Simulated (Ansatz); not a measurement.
# Tc of Pd (Fm-3m) from its phonons

Aim: the phonon-mediated transition temperature of Pd (Fm-3m) at ambient pressure, over a range of μ*. The cell shown first is a relaxed one, from steps not shown here.

Method: DFT PBE, scalar-relativistic, plane waves, PAW, in Ansatz 0.2.0.

Most raw output is cut from this account.

## (1) The cell after earlier relaxation steps

Symmetry: Fm-3m, No. 225, cubic system. Conventional cell: a = 3.945 Å, b = 3.945 Å, c = 3.945 Å, α = 90.00°, β = 90.00°, γ = 90.00°. Nearest to Pd lie 12 Pd at 2.79 Å.

## (2) Electron–phonon run: q 3×3×3, k 9×9×9, scattering 16×16×16

The run that gives the couplings also evaluates McMillan's and Allen and Dynes's formulas and, where asked, the Eliashberg equations, over a range of μ*.

File input.yaml:

```yaml
crystal:
  lattice:
    - [0.0, 1.9723279799, 1.9723279799]
    - [1.9723279799, 0.0, 1.9723279799]
    - [1.9723279799, 1.9723279799, 0.0]
  atoms:
    - { symbol: Pd, position: [0.0, 0.0, 0.0] }
kpoints:
  mp_grid: { grid: [9, 9, 9] }
hamiltonian:
  xc: pbe
scf:
  occupations: { method: methfessel_paxton, width: 0.2 }
output:
  eigenvalues: true
phonons:
  method: dfpt
  qmesh: [3, 3, 3]
  temperatures: { t_max: 1000, t_step: 50 }
  qpath:
    path:
      - [[0.0, 0.0, 0.0], [0.5, 0.0, 0.5], [0.625, 0.25, 0.625]]
      - [[0.375, 0.375, 0.75], [0.0, 0.0, 0.0], [0.5, 0.5, 0.5], [0.5, 0.25, 0.75], [0.5, 0.0, 0.5]]
    npoints: 10
  electrical_resistivity:
    mesh: [16, 16, 16]
    temperatures: [20.0, 50.0, 80.0, 100.0, 150.0, 200.0, 273.0, 300.0, 400.0, 500.0, 600.0, 800.0]
  superconductivity: { mesh: [16, 16, 16] }
```

Run with:

```
$ ansatz run input.yaml --threads 4 --pin off --max-ram 10240MiB --backend cpu --events-out ev --progress --plain --runs-dir out
```

Elapsed: 60 s, on 4 threads of Arm Neoverse V2, shared host; peak memory 1.6 GiB.

This step gave:

- volume per atom: 15.35 Å³
- metallic on mesh: yes
- gap on the k-mesh: 0 eV
- zero point energy: 0.02638 eV/cell
- share of imaginary modes in the plain interpolation between solved wavevectors: 0
- highest frequency, solved or plainly interpolated: 212.6 cm⁻¹
- Debye temperature (second moment): 273 K
- resistivity at 300 K: 8.964 μΩ cm
- coupling constant λ: 0.3399
- density of states at the Fermi level: 1.388 states/eV a spin and cell
- log mean phonon energy ħω_log: 13.15 meV
- transport coupling constant λ_tr: 0.4543, 0.4543, 0.4543 (xx, yy, zz)
- Drude plasma energy: 7.146, 7.146, 7.146 eV (xx, yy, zz)
- resistivity times mean free path: 4.364, 4.364, 4.364 × 10⁻¹⁶ Ω m² (xx, yy, zz)
- second-moment phonon energy ħω₂: 15.05 meV
- coupling λ by branch: 0.191, 0.104, 0.0444 (branches by rank of frequency)

An empty cell: under 1 mK by a formula, or no transition down to the floor of the Eliashberg search. Transition temperatures:

```
  μ*  McMillan Tc (K)  Allen–Dynes Tc (K)  isotropic Fermi-surface Tc (K)  isotropic full bandwidth Tc (K)  anisotropic Fermi-surface Tc (K)  anisotropic full bandwidth Tc (K)  anisotropic narrow window Tc (K)
0.08            0.411               0.417                           0.379                             0.38                              0.65                              0.655                             0.653
 0.1            0.218               0.221                           0.195                            0.195                             0.402                              0.403                             0.403
0.12           0.0987              0.0998                               -                                -                             0.231                              0.231                             0.231
0.13           0.0614               0.062                               -                                -                              0.17                              0.169                              0.17
0.14           0.0357               0.036                               -                                -                             0.123                              0.121                             0.122
0.16          0.00921             0.00929                               -                                -                                 -                                  -                                 -
 0.2                -                   -                               -                                -                                 -                                  -                                 -
```

## (3) Electron–phonon run: q 4×4×4, k 12×12×12, scattering 20×20×20

The next rung changes the q mesh, which sets the reach of the force constants and couplings; the k mesh of the density and its response; the scattering mesh, which samples the Fermi surface.

input.yaml, the sections that differ from step 2:

```yaml
kpoints:
  mp_grid: { grid: [12, 12, 12] }
phonons:
  method: dfpt
  qmesh: [4, 4, 4]
  temperatures: { t_max: 1000, t_step: 50 }
  qpath:
    path:
      - [[0.0, 0.0, 0.0], [0.5, 0.0, 0.5], [0.625, 0.25, 0.625]]
      - [[0.375, 0.375, 0.75], [0.0, 0.0, 0.0], [0.5, 0.5, 0.5], [0.5, 0.25, 0.75], [0.5, 0.0, 0.5]]
    npoints: 10
  electrical_resistivity:
    mesh: [20, 20, 20]
    temperatures: [20.0, 50.0, 80.0, 100.0, 150.0, 200.0, 273.0, 300.0, 400.0, 500.0, 600.0, 800.0]
  superconductivity: { mesh: [20, 20, 20] }
# crystal, hamiltonian, scf, output: as in step 2
```

Wall time 2.8 min (4 threads); peak memory 3 GiB; 11 min of CPU time.

This step gave:

```
zero point energy                                 : 0.02574 eV/cell
highest frequency, solved or plainly interpolated : 215.3 cm⁻¹
Debye temperature (second moment)                 : 269 K
resistivity at 300 K                              : 9.685 μΩ cm
coupling constant λ                               : 0.364
density of states at the Fermi level              : 1.361 states/eV a spin and cell
log mean phonon energy ħω_log                     : 12.32 meV
transport coupling constant λ_tr                  : 0.4812, 0.4812, 0.4812 (xx, yy, zz)
resistivity times mean free path                  : 4.309, 4.309, 4.309 × 10⁻¹⁶ Ω m² (xx, yy, zz)
second-moment phonon energy ħω₂                   : 14.52 meV
coupling λ by branch                              : 0.213, 0.107, 0.0447 (branches by rank of frequency)
```

An empty cell: under 1 mK by a formula, or no transition down to the floor of the Eliashberg search. Transition temperatures:

```
  μ*  McMillan Tc (K)  Allen–Dynes Tc (K)  isotropic Fermi-surface Tc (K)  isotropic full bandwidth Tc (K)  anisotropic Fermi-surface Tc (K)  anisotropic full bandwidth Tc (K)  anisotropic narrow window Tc (K)
0.08            0.575               0.583                           0.524                             0.53                             0.803                              0.808                             0.806
 0.1            0.334               0.339                           0.295                            0.298                             0.518                               0.52                             0.519
0.12            0.172               0.174                           0.148                            0.149                             0.314                              0.314                             0.314
0.13            0.116               0.118                               -                                -                             0.238                              0.238                             0.238
0.14           0.0748              0.0757                               -                                -                             0.177                              0.177                             0.177
0.16           0.0255              0.0258                               -                                -                                 -                                  -                                 -
 0.2                -                   -                               -                                -                                 -                                  -                                 -
```

## (4) Electron–phonon run: q 6×6×6, k 18×18×18, scattering 24×24×24

input.yaml, the sections that differ from step 3:

```yaml
kpoints:
  mp_grid: { grid: [18, 18, 18] }
phonons:
  method: dfpt
  qmesh: [6, 6, 6]
  temperatures: { t_max: 1000, t_step: 50 }
  qpath:
    path:
      - [[0.0, 0.0, 0.0], [0.5, 0.0, 0.5], [0.625, 0.25, 0.625]]
      - [[0.375, 0.375, 0.75], [0.0, 0.0, 0.0], [0.5, 0.5, 0.5], [0.5, 0.25, 0.75], [0.5, 0.0, 0.5]]
    npoints: 10
  electrical_resistivity:
    mesh: [24, 24, 24]
    temperatures: [20.0, 50.0, 80.0, 100.0, 150.0, 200.0, 273.0, 300.0, 400.0, 500.0, 600.0, 800.0]
  superconductivity: { mesh: [24, 24, 24] }
# crystal, hamiltonian, scf, output: as in step 3
```

It took 13 min on 4 threads; peak memory 7 GiB; 51 min of CPU time.

Numbers from this step:

```yaml
zero_point_energy: 0.02581 eV/cell
highest_frequency_solved_or_plainly_interpolated: 216 cm⁻¹
debye_temperature_second_moment: 270 K
resistivity_at_300_k: 9.604 μΩ cm
coupling_constant_lambda: 0.3605
density_of_states_at_the_fermi_level: 1.382 states/eV a spin and cell
log_mean_phonon_energy_omega_log: 12.07 meV
transport_coupling_constant_lambda_tr: 0.4785, 0.4785, 0.4785 (xx, yy, zz)
drude_plasma_energy: 7.145, 7.145, 7.145 eV (xx, yy, zz)
resistivity_times_mean_free_path: 4.244, 4.244, 4.244 × 10⁻¹⁶ Ω m² (xx, yy, zz)
second_moment_phonon_energy_omega: 14.37 meV
coupling_lambda_by_branch: 0.214, 0.102, 0.0446 (branches by rank of frequency)
```

An empty cell: under 1 mK by a formula, or no transition down to the floor of the Eliashberg search. Transition temperatures:

```
  μ*  McMillan Tc (K)  Allen–Dynes Tc (K)  isotropic Fermi-surface Tc (K)  isotropic full bandwidth Tc (K)  anisotropic Fermi-surface Tc (K)  anisotropic full bandwidth Tc (K)  anisotropic narrow window Tc (K)
0.08            0.534               0.542                           0.484                            0.486                             0.755                              0.758                             0.756
 0.1            0.307               0.311                           0.269                             0.27                             0.484                              0.485                             0.485
0.12            0.156               0.157                           0.133                            0.133                             0.292                              0.292                             0.292
0.13            0.104               0.105                               -                                -                             0.221                              0.221                             0.221
0.14           0.0661              0.0668                               -                                -                             0.164                              0.164                             0.164
0.16           0.0218               0.022                               -                                -                                 -                                  -                                 -
 0.2                -                   -                               -                                -                                 -                                  -                                 -
```

The Eliashberg function α²F by phonon energy; read off at these points:

```
phonon energy (meV)      α²F   α²F tr
               0.50        0        0
               1.00   1.6e-4   2.9e-5
               1.50  0.00125   2.4e-4
               2.00  0.00265   6.2e-4
               2.50  0.00438  0.00159
               3.00  0.00677  0.00338
               3.50  0.00956  0.00606
               4.00   0.0140   0.0111
               4.50   0.0193   0.0171
               5.00   0.0266   0.0251
               5.50   0.0344   0.0331
               6.00   0.0418   0.0398
               6.50   0.0488   0.0454
               7.00   0.0547   0.0497
               7.50   0.0600   0.0531
               8.00   0.0662   0.0572
               8.50   0.0727   0.0620
               9.00   0.0797   0.0677
               9.50   0.0885   0.0754
              10.00   0.0976   0.0843
              10.50    0.107   0.0952
              11.00    0.118    0.109
              11.50    0.128    0.126
              12.00    0.141    0.148
              12.50    0.158    0.179
              13.00    0.191    0.234
              13.50    0.223    0.307
              14.00    0.233    0.360
              14.30    0.234    0.380
              14.50    0.228    0.382
              14.72    0.222    0.382
              15.00    0.215    0.377
              15.50    0.203    0.362
              16.00    0.193    0.337
              16.50    0.192    0.322
              17.00    0.150    0.270
              17.50    0.138    0.256
              18.00    0.134    0.231
              18.50    0.126    0.225
              19.00    0.114    0.207
              19.50    0.101    0.183
              20.00   0.0906    0.164
              20.50   0.0778    0.140
              21.00   0.0634    0.110
              21.50   0.0329   0.0466
              22.00   0.0301   0.0385
              22.50   0.0701    0.120
              23.00    0.123    0.212
              23.50    0.136    0.250
              24.00    0.141    0.264
              24.11    0.142    0.264
              24.50    0.100    0.184
              25.00   0.0624    0.114
              25.50   0.0389   0.0632
              26.00   0.0172   0.0229
              26.50  0.00853  0.00790
```

Anisotropic full-bandwidth solution, weighted at the Fermi level. Gaps:

```
 mu*   T (K)  mean gap (meV)  5 % (meV)  95 % (meV)  mean Z
 0.1   0.121          0.0631     0.0334      0.0887    1.36
 0.1   0.243          0.0593     0.0315      0.0833    1.36
 0.1   0.364           0.047     0.0251       0.066    1.36
 0.1   0.437          0.0314     0.0168      0.0441    1.36
0.13  0.0552          0.0274     0.0124      0.0408    1.36
0.13    0.11          0.0257     0.0117      0.0381    1.36
0.13   0.166          0.0203    0.00929        0.03    1.36
0.13   0.199          0.0135    0.00622      0.0198    1.36
```

The share of the Fermi-level states by lambda of a state:

```
lambda of a state  share of the Fermi-level states
            0.234                            0.231
            0.297                            0.208
            0.359                            0.166
            0.422                            0.194
            0.484                            0.166
            0.546                           0.0174
            0.609                            0.004
            0.671                           0.0039
            0.733                            0.006
            0.796                           9.0e-4
            0.858                           1.0e-4
            0.921                                0
            0.983                           0.0011
            1.050                           3.0e-4
            1.110                                0
            1.170                                0
            1.230                                0
            1.300                                0
            1.360                                0
            1.420                                0
            1.480                                0
            1.540                                0
            1.610                           5.0e-4
            1.670                                0
```

Twice the integral of α²F/ω over this curve gives λ = 0.36, half of it from below 13.5 meV. The most distinct maxima of the Eliashberg function α²F (α²F) lie at 14.3 and 24.1 meV, the highest at 14.3 meV.

## (5) Outcome

- meshes: q 6×6×6, k 18×18×18, scattering 24×24×24
- coupling constant λ: 0.360
- log mean phonon energy ħω_log: 12.1 meV
- Allen–Dynes Tc at μ* = 0.1: 0.311 K
- Allen–Dynes Tc at μ* = 0.13: 0.105 K
- anisotropic Eliashberg Tc at μ* = 0.1: 0.485 K
- anisotropic Eliashberg Tc at μ* = 0.13: 0.221 K

**Reading.** In the last run (PBE, q 6×6×6, k 18×18×18, scattering 24×24×24), with λ = 0.36 and ħω_log = 12.1 meV, Tc at μ* = 0.13 is 0.10 K by McMillan's formula, 0.10 K by Allen and Dynes's and 0.22 K by the anisotropic Eliashberg equations. Wikipedia's list of superconducting elements holds no transition of Pd at normal pressure, while the calculation gives 0.22 K at μ* = 0.13; these runs do not show why: μ* may be larger, spin fluctuations are left out, and the cell, functional and meshes all move λ. Raising μ* from 0.10 to 0.16 lowers the Allen–Dynes value from 0.31 to 0.022 K. The mean gap at a quarter of Tc gives 2Δ/k_B Tc = 2.88, against 3.53 in weak-coupling theory. The gap spreads from 0.012 to 0.041 meV over nine tenths of the Fermi surface. By the run's own test λ is not converged in the fine mesh: it moves by 6 % between the two finest. The run's transport test calls it not converged in the mesh; ρ(300 K) moves by 9 % in the component that moves most. Over the runs, λ takes the values 0.340, 0.364 and 0.360, in the order shown. μ* is a typed number, phonons are harmonic, and spin fluctuations are left out; at μ* = 0.13 McMillan's formula turns 1 % in λ into about 9.7 % in Tc.

[Logs are printed without paths, hosts, clocks, repeated set-up lines and the standing remarks that a program may print on its own settings, such as how far it seeks lower states.]

[Hosts, paths, dates, database ids (printed as entryN), source tags and the programs' standing remarks are cut or masked in the printed files.]
